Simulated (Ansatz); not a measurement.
# linear Re chain, moments started antiparallel under tension and compression, part 3 of 3

Does stretching change the magnetism or the channel count of the linear Re chain, moments started antiparallel?

Ansatz 0.2.0; DFT PBE, plane waves, PAW; relaxation of a chain's period (the session's first sound run).

So far, conductance of the lead as this run defines it (G₀): step 3 (the chain at a fixed length, period over the relaxed period …) 6.00; step 6 (period over the relaxed period 1, k-mesh 1×1×18) 3.83; step 7 (period over the relaxed period 1.04, k-mesh 1×1×17) 3.00; step 8 (period over the relaxed period 1.08, k-mesh 1×1×16) 3.00; step 9 (period over the relaxed period 1.13, k-mesh 1×1×16) 3.00. Also absolute moment (μB): step 2 (relaxing the period) 4.79; step 7 5.47; step 8 6.00; step 9 6.60.

## (10) The chain at a fixed length, period over the relaxed period 1.2, k-mesh 1×1×15

Level of this step: DFT PBE, plane waves, PAW; channels and complex bands of a perfect chain (Ansatz).

The period is set to 1.2 times the relaxed one: longer bonds narrow the bands.

The cell differs from the one that the last finished run ended in (c 5.255 → 5.580 Å).

input.yaml reads:

```yaml
crystal:
  lattice:
    - [7.5, 0.0, 0.0]
    - [0.0, 7.5, 0.0]
    - [0.0, 0.0, 5.5803252866]
  atoms:
    - { symbol: Re, position: [0.5, 0.5, 0.0], spin: 1.44 }
    - { symbol: Re, position: [0.5, 0.5, 0.5], spin: -1.44 }
magnetization:
  spin_polarized: true
kpoints:
  mp_grid: { grid: [1, 1, 15] }
scf:
  occupations: { method: fermi_dirac, width: 0.05 }
hamiltonian:
  xc: pbe
output:
  transmission:
    e_range: [-2, 2]
    de: 0.035
    kmesh: [1, 1]
    reduced_basis: true
    leads: [[0, 0]]
  stress: true
```

The run is started by

```sh
$ ansatz run input.yaml --threads 4 --pin off --max-ram 8192MiB --backend cpu --events-out ev --progress --plain --runs-dir out
```

Numbers of over 12 decimals in the logs are rounded to 6 here.

Log:

```text
[...]
Crystal: 2 atoms, lattice volume = 313.893 Å³
Basis set: ecut = 420 eV, 6195 PW (Γ)
Bands: 21, of which v1, the nominal top of the filled ones, is band 15 counted from 1 (14 counted from 0)
Symmetry: 16 space group operations
[...]
k-points: 8 of 15
[...]
Starting moments: Σ|m| = 2.88 μB on 2 of 2 sites
[...]
--- Transmission ---
  basis      : 497 plane waves across, 7 finite elements along
  points     : 1, standing for a mesh of 1 x 1
[...]
crystal 0  : Re2, at the sites [0, 0], period 5.5803 Å: whole cells are its period
[...]
filled         : 25.3 meV over the level at which it is neutral
    channels       : 3.000000e0 up, 3.000000e0 down
[...]
[key lines of the parts left out:]
SCF converged after 10 iterations
Magnetization: 0.0000 μB (15.0000 up, 15.0000 down)
Free energy (F): -21724.232438 eV
Fermi energy:    -1.263067 eV
P = ⅓ Tr σ = -2.4940 GPa (-24.940 kbar)
```

Elapsed: 26 s, on 4 threads of Arm Neoverse V2, shared host; peak memory 0.56 GiB; 95 s of CPU time.

At the computed energy nearest the Fermi level there are 3 spin-up and 3 spin-down channels, and the thermal average gives 3.00 G₀. The change of length costs 1.694 eV a cell and leaves an absolute moment of 7.39 μB a cell.

Between step 3 and this run (period over the relaxed period 1.2 and k-mesh 1×1×15) the value for the conductance of the lead as this run defines it moves from 6.00 G₀ to 3.00 G₀ (-50 %).

## (11) At a set period, period over the relaxed period 1.3, k-mesh 1×1×14

The period is set to 1.3 times the relaxed one: longer bonds narrow the bands.

The cell differs from the one that the last finished run ended in (c 5.580 → 6.045 Å).

input.yaml, as its differences from that of step 10:

```diff
@@ -4,3 +4,3 @@
     - [0.0, 7.5, 0.0]
-    - [0.0, 0.0, 5.5803252866]
+    - [0.0, 0.0, 6.0453523938]
   atoms:
@@ -11,3 +11,3 @@
 kpoints:
-  mp_grid: { grid: [1, 1, 15] }
+  mp_grid: { grid: [1, 1, 14] }
 scf:
```

Log:

```text
[...]
Crystal: 2 atoms, lattice volume = 340.051 Å³
Basis set: ecut = 420 eV, 6645 PW (Γ)
Bands: 21, of which v1, the nominal top of the filled ones, is band 15 counted from 1 (14 counted from 0)
Symmetry: 16 space group operations
[...]
k-points: 8 of 14
[...]
Starting moments: Σ|m| = 2.88 μB on 2 of 2 sites
[...]
--- Transmission ---
  basis      : 497 plane waves across, 8 finite elements along
  points     : 1, standing for a mesh of 1 x 1
[...]
crystal 0  : Re2, at the sites [0, 0], period 6.0454 Å: whole cells are its period
[...]
filled         : 9.1 meV over the level at which it is neutral
    channels       : 3.000000e0 up, 3.000000e0 down
[...]
[key lines of the parts left out:]
SCF converged after 10 iterations
Magnetization: -0.0000 μB (15.0000 up, 15.0000 down)
Free energy (F): -21723.138259 eV
Fermi energy:    -1.285525 eV
P = ⅓ Tr σ = -2.1127 GPa (-21.127 kbar)
```

The job ended after 31 s (4 threads; peak memory 0.61 GiB).

Table of open channels of the lead by energy, zero at the Fermi level:

```csv
energy (eV),spin up,spin down
-2.000,2,2
-1.790,0,0
-1.615,1,1
-1.405,1,1
-1.195,1,1
-0.985,1,1
-0.810,1,1
-0.600,1,1
-0.390,1,1
-0.215,1,1
-0.005,3,3
0.205,3,3
0.415,3,3
0.590,3,3
0.800,3,3
1.010,1,1
1.185,1,1
1.395,1,1
1.605,1,1
1.815,1,1
```

At the computed energy nearest the Fermi level there are 3 spin-up and 3 spin-down channels, and the thermal average gives 2.97 G₀. The change of length costs 2.800 eV a cell and leaves an absolute moment of 8.41 μB a cell.

For the conductance of the lead as this run defines it, step 3 gave 6.00 G₀; this run, with period over the relaxed period 1.3 and k-mesh 1×1×14, gives 2.97 G₀ (-50 %).

## (12) The series together

Times are for 4 threads of Arm Neoverse V2, shared host. The series side by side:

```csv
no.,period over the relaxed period,conductance of the lead as this run defines it (G₀),absolute moment (μB),energy at zero smearing less the lowest (eV),time,memory (GiB)
1,0.88,6.000,0,1.762,28 s,0.59
2,0.92,4.446,2.784,0.6870,33 s,0.68
3,0.96,3.913,3.884,0.1516,32 s,0.65
4,1,3.827,4.707,0,30 s,0.57
5,1.04,3.004,5.467,0.09956,29 s,0.54
6,1.08,3.001,5.999,0.3815,31 s,0.58
7,1.13,3.000,6.597,0.8804,31 s,0.56
8,1.2,3.000,7.391,1.694,26 s,0.56
9,1.3,2.973,8.413,2.800,31 s,0.61
```

## (13) A varied input

This step: DFT PBE, plane waves, PAW; channels and complex bands of a perfect chain; changed: output.transmission.leads = [[0, 5]], scf.max_iter = 100 (Ansatz 0.2.0).

The input of the run at the relaxed period is made doubtful on purpose.

input.yaml, as its differences from that of step 11:

```diff
@@ -4,3 +4,3 @@
     - [0.0, 7.5, 0.0]
-    - [0.0, 0.0, 6.0453523938]
+    - [0.0, 0.0, 4.6502710722]
   atoms:
@@ -11,5 +11,6 @@
 kpoints:
-  mp_grid: { grid: [1, 1, 14] }
+  mp_grid: { grid: [1, 1, 18] }
 scf:
   occupations: { method: fermi_dirac, width: 0.05 }
+  max_iter: 100
 hamiltonian:
@@ -22,3 +23,3 @@
     reduced_basis: true
-    leads: [[0, 0]]
+    leads: [[0, 5]]
   stress: true
```

Log:

```text
Error: inconsistent input (output.transmission.leads, crystal): the lead [0, 5] names a site that the cell does not have: it has 2, counted from 0.
List the leads and leave barriers out. Name each by two sites of one ion a step apart, counted from 0. A search, which can't tell a lead from a barrier or a film with its gap, finds:
  [0, 0]  Re2, period 4.6503 Å from a height of 2.79 Å
```

Run time: 0.03 s. Hardware: 4 threads; peak memory 0.07 GiB.

The program refused the input before any cycle.

The program's message: “Error: inconsistent input (output.transmission.leads, crystal): the lead [0, 5] names a site that the cell does not have: it has 2, counted from 0.”

The change that led to it: output.transmission.leads = [[0, 5]].

## (14) What came out

```yaml
relaxed_cell_length: 4.650 Å
conductance_at_period_x_0p88: 6.00 G₀
conductance_at_period_x_1p0: 3.83 G₀
conductance_at_period_x_1p13: 3.00 G₀
conductance_at_period_x_1p3: 2.97 G₀
absolute_moment_at_period_x_0p88: 0 μB
absolute_moment_at_period_x_1p0: 4.71 μB
absolute_moment_at_period_x_1p3: 8.41 μB
```

In these runs no moment survives at the shortest period, and one is present from a factor of 0.92 on: longer bonds narrow the bands, which favours exchange splitting. The conductance goes from 6.00 G₀ at the shortest period to 2.97 G₀ at the longest, while the magnetic state changes too. At the relaxed period it is a straight line with bonds of 2.33 Å, as the straight start enforces by symmetry. Transport is coherent and elastic here: the atoms are frozen, so scattering by vibrations plays no part. Spin-orbit coupling is left out, which matters for the bands of heavy atoms. No search over magnetic orders was made; another may lie lower. One term of the program's error estimate for a conductance, of a junction or of the perfect wire, reaches 17 % in this session. Conductances of a perfect chain off the multiples of half a G0 come from band edges within the thermal window; the square box also splits pairs of bands that an isolated chain keeps degenerate, which moves such edges.

[Logs are printed without paths, hosts, clocks, repeated set-up lines and the standing remarks that a program may print on its own settings, such as how far it seeks lower states.]

[Hosts, paths, dates, database ids (printed as entryN), source tags and the programs' standing remarks are cut or masked in the printed files.]
